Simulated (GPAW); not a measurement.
rock-salt (TiC)1-x(ZrC)x, x = 0.875, C K edge of atom 2, with 1 Ti at 2.28 Å, 4 Zr at 2.33 Å and 1 Zr at 2.37 Å (distorted octahedral). Method: GPAW, LDA, excited-electron core hole (neutral cell), 16-atom cell with 6.6 Å between holes, 6×6×6 k points, dipole transitions, Gaussian full width 0.9 eV up to 4 eV, rising linearly to 3.5 eV at 25 eV.

```xyz
16
Lattice="0.0000 4.6535 4.6535 4.6535 0.0000 4.6535 4.6535 4.6535 0.0000" Properties=species:S:1:pos:R:3 pbc="T T T"
Zr    4.6533    0.0026    4.6546
C     2.3689    4.6552    4.6537
Zr    6.9813    6.9821    9.3061
C     4.6552    6.9420    4.6532
Zr    2.3274    0.0010    2.3276
C     4.6527    4.6550    6.9432
Zr    4.6536    2.3281    2.3270
C     6.9782    6.9808    6.9786
Zr    4.6534    2.3301    6.9805
C     2.3259    2.3296    2.3259
Zr    6.9791    4.6562    6.9798
C     4.6516    4.6538    2.3721
Zr    6.9793    6.9816    4.6544
C     4.6547    2.3732    4.6526
Ti    4.6521    4.6518    4.6491
C     6.9427    4.6559    4.6541
```

Energy from the lowest empty level; a common scale on which the isotropic spectrum has a mean of 1 over the first 20 eV.

| E (eV) | curve 1 | curve 2 |
| --- | --- | --- |
| -2.0 | 0.00 | 0.00 |
| -1.4 | 0.00 | 0.00 |
| -0.8 | 0.01 | 0.02 |
| -0.2 | 0.20 | 0.27 |
| 0.4 | 0.61 | 0.75 |
| 1.0 | 0.68 | 0.99 |
| 1.6 | 0.64 | 1.21 |
| 2.2 | 0.92 | 1.40 |
| 2.8 | 1.70 | 1.24 |
| 3.4 | 2.90 | 1.00 |
| 4.0 | 3.06 | 1.27 |
| 4.6 | 1.86 | 1.61 |
| 5.2 | 0.80 | 1.09 |
| 5.8 | 0.69 | 0.70 |
| 6.4 | 1.02 | 0.71 |
| 7.0 | 1.02 | 0.90 |
| 7.6 | 1.03 | 1.30 |
| 8.2 | 1.05 | 1.65 |
| 8.8 | 1.04 | 1.87 |
| 9.4 | 1.06 | 1.87 |
| 10.0 | 1.08 | 1.61 |
| 10.6 | 1.17 | 1.31 |
| 11.2 | 1.34 | 1.13 |
| 11.8 | 1.50 | 1.10 |
| 12.4 | 1.54 | 1.19 |
| 13.0 | 1.41 | 1.29 |
| 13.6 | 1.14 | 1.23 |
| 14.2 | 0.87 | 0.97 |
| 14.8 | 0.65 | 0.66 |
| 15.4 | 0.53 | 0.46 |
| 16.0 | 0.47 | 0.39 |
| 16.6 | 0.43 | 0.37 |
| 17.2 | 0.37 | 0.34 |
| 17.8 | 0.32 | 0.30 |
| 18.4 | 0.30 | 0.28 |
| 19.0 | 0.31 | 0.28 |
| 19.6 | 0.32 | 0.30 |
| 20.2 | 0.33 | 0.31 |
| 20.8 | 0.34 | 0.33 |
| 21.4 | 0.37 | 0.35 |
| 22.0 | 0.43 | 0.39 |
| 22.6 | 0.52 | 0.47 |
| 23.2 | 0.62 | 0.56 |
| 23.8 | 0.72 | 0.67 |
| 24.4 | 0.82 | 0.78 |
| 25.0 | 0.93 | 0.90 |
| 25.6 | 1.04 | 1.03 |
| 26.2 | 1.13 | 1.15 |
| 26.8 | 1.17 | 1.24 |
| 27.4 | 1.16 | 1.28 |
| 28.0 | 1.10 | 1.24 |
| 28.6 | 1.00 | 1.13 |
| 29.2 | 0.89 | 0.98 |
| 29.8 | 0.77 | 0.82 |

**Question.** The curves are for the electric vector along different Cartesian axes of the cell as given, for this one atom. Which is which?

Curve 1: along x, main maxima 3.7 eV (3.28) and 12.3 eV (1.54). Curve 2: along y, main maxima 2.2 eV (1.40), 4.5 eV (1.61) and 9.1 eV (1.91). A K edge sees empty p states; the first features are C p mixed into the empty d states of the Ti and Zr neighbours, and the broad ones above probably into the cations' higher empty bands. Each direction probes the empty orbitals that point along it. 

[Banner, clock and machine lines of the logs are left out without a mark of their own.]

[Logs are printed without paths, hosts, clocks, repeated set-up lines and the standing remarks that a program may print on its own settings, such as how far it seeks lower states.]

[Hosts, paths, dates, database ids (printed as entryN), source tags and the programs' standing remarks are cut or masked in the printed files.]

[Lists of maxima count a maximum above −3 eV only where it reaches 4 % of the highest in the window and stands out from its surroundings by 2 % of it (1.5 % where it reaches 55 %); shoulders and weaker maxima are passed over, and of the rest the first, up to two pre-edge ones and the few strongest are named.]
